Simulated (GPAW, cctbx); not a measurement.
# By hand: from a DFT structure factor to an extinction distance in Cu2IrCl6

Cu2IrCl6, Fm-3m (no. 225), a = 9.3159 Å, b = 9.3159 Å, c = 9.3159 Å, α = 90.00°, β = 90.00°, γ = 90.00°.

```csv
atom,mult.,x,y,z
Ir1,4,0,0,0
Cu1,8,1/4,3/4,3/4
Cl1,24,1/2,0.2529,0
```

The start was made by putting kin elements into a known structure type; the compound need not exist, or be stable, in this form.

A DFT run (GPAW, PBE, 450 eV, 4×4×4 k-points, Fermi–Dirac width 0.05 eV) gives the static X-ray structure factor of 020 as 196.917 e for the conventional cell; superposed free atoms give 195.127 e. **Problem.** Find the Fourier component V of the crystal potential and the two-beam extinction distance at 200 kV in both cases.

## Step 1: Geometry

The cell volume is Ω = 808.48 Å³ and d(020) = 4.6579 Å, so g = 1/d = 0.2147 Å⁻¹.

## Step 2: The nuclei

Electrons feel nuclei as well as electrons, so the nuclear charges are summed with the same phases.

Phase sums Σ exp(2πi h·x), turned so that the total is real and positive: Ir +4.000, Cu -8.000, Cl +8.005. Then F_Z = 77 × (+4.000) + 29 × (-8.000) + 17 × (+8.005) = 212.09 e. The electron term has the same sign for this reflection.

## Step 3: Mott–Bethe

Poisson's equation, term by term, gives V = (e/4πε₀)(F_Z − F)/(πΩg²), with e/4πε₀ = 14.3996 V Å.

The prefactor is 14.3996 × 4.6579²/(π × 808.48) = 0.12300 V per electron. Free atoms: (212.09 − 195.127) × 0.12300 = 2.087 V. Crystal: (212.09 − 196.917) × 0.12300 = 1.867 V. F changes by +0.92 % and V by -10.6 %: the same 1.79 e is measured against F_Z − F = 17.0 e in place of F = 195.1 e.

## Step 4: Extinction distance

In the two-beam case ξ = 1/(λU) with U = 2γm₀eV/h², that is ξ = 150.41 V Å²/(γλV).

At 200 kV, λ = 0.02508 Å and γ = 1.3914. Free atoms: ξ = 2066 Å. Crystal: ξ = 2309 Å. The thickness fringes go as sin²(πt/ξ), so the two patterns slip by a quarter of a period when t|1/ξ₁ − 1/ξ₀| = 1/4, at t ≈ 489 nm. Thermal motion, absorption and many-beam coupling, left out here, change a real pattern.

## Step 5: Answer

V(020) is 1.87 V against 2.09 V, and ξ is 2309 against 2066 Å. Limits: static atoms, two beams; no Hubbard U on Cu.

[Outputs are excerpts: Python notices, other lines and further rows are left out; steps that failed or that the build refused (PBEsol, TPSS) are not shown.]

[Logs are printed without paths, hosts, clocks, repeated set-up lines and the standing remarks that a program may print on its own settings, such as how far it seeks lower states.]
